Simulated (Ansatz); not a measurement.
## CH on Ta(110), longbridge start, 2x2 cell: work function, bands and core levels: cost of one run

Ansatz 0.2.0; DFT, PBE, plane-wave PAW, default files, scalar-relativistic. The cell holds 18 atoms.

File input.yaml:

```yaml
crystal:
  lattice:
    - [6.62, 0.0, 0.0]
    - [3.31, 4.6810468915, 0.0]
    - [0.0, 0.0, 24.1215703372]
  atoms:
    - { symbol: H, position: [0.2487199273, 0.0, 0.6967382563] }
    - { symbol: C, position: [0.2504623226, 0.0, 0.6508480217] }
    - { symbol: Ta, position: [-0.0112001371, 0.0, 0.6001602092] }
[... 9 atom lines left out ...]
    - { symbol: Ta, position: [0.0, 0.5, 0.407955341] }
    - { symbol: Ta, position: [0.5, 0.5, 0.407955341] }
    - { symbol: Ta, position: [0.75, 0.5, 0.310925031] }
    - { symbol: Ta, position: [0.25, 0.5, 0.310925031] }
    - { symbol: Ta, position: [0.75, 0.0, 0.310925031] }
    - { symbol: Ta, position: [0.25, 0.0, 0.310925031] }
kpoints:
  mp_grid: { grid: [8, 8, 1] }
scf:
  occupations: { method: fermi_dirac, width: 0.05 }
  n_extra_bands: 16
hamiltonian:
  xc: pbe
  pseudopotentials: { kind: paw }
output:
  forces: true
  write_potential: true
  volumetric_format: []
efield:
  axis: 3
  dipole_correction: true
```

On the command line:

```sh
> ansatz run input.yaml --threads 8 --pin off --max-ram 20480MiB --backend cpu --events-out ev --progress --plain --runs-dir out
```

The cutoff in use is 420 eV. For reference, a run of the same kind (18 atoms, 34 k-points, 123 bands and 14,665 plane waves; 9 SCF cycles) took 79 s and 4.7 GiB on the same hardware.

**Question.** How long does this run take on 8 threads of Arm Neoverse V2, shared host, and how much memory does it need?

A cutoff of 420 eV is a sphere of radius 10.5 Å⁻¹, so a cell of 747 Å³ holds about V·G³/6π² = 14,608 plane waves. At two electrons a band, the 214 electrons need 107 bands, and 16 more are carried. Symmetry cuts the 8×8×1 mesh from 64 to 21 points. The run has 21 k-points, 123 bands and 14,665 plane waves. Taking the work of a cycle as k-points × spins × bands × plane waves, that is 0.62 times the reference, or 49 s at the reference's 9 cycles. The run needed as many. One copy of the wavefunctions takes 0.56 GiB at 16 bytes a coefficient, against 0.91 GiB in the reference; grids, projectors and work arrays come on top. Measured: about 44 s, with a peak of 4 GiB. The estimate holds within 25 %.

[Logs are printed without paths, hosts, clocks, repeated set-up lines and the standing remarks that a program may print on its own settings, such as how far it seeks lower states.]

[Hosts, paths, dates, database ids (printed as entryN), source tags and the programs' standing remarks are cut or masked in the printed files.]

[Maps of the electrostatic potential energy from Ansatz leave out the sawtooth potential of an applied field or a dipole correction, so their vacuum need not be flat; work functions include it.]
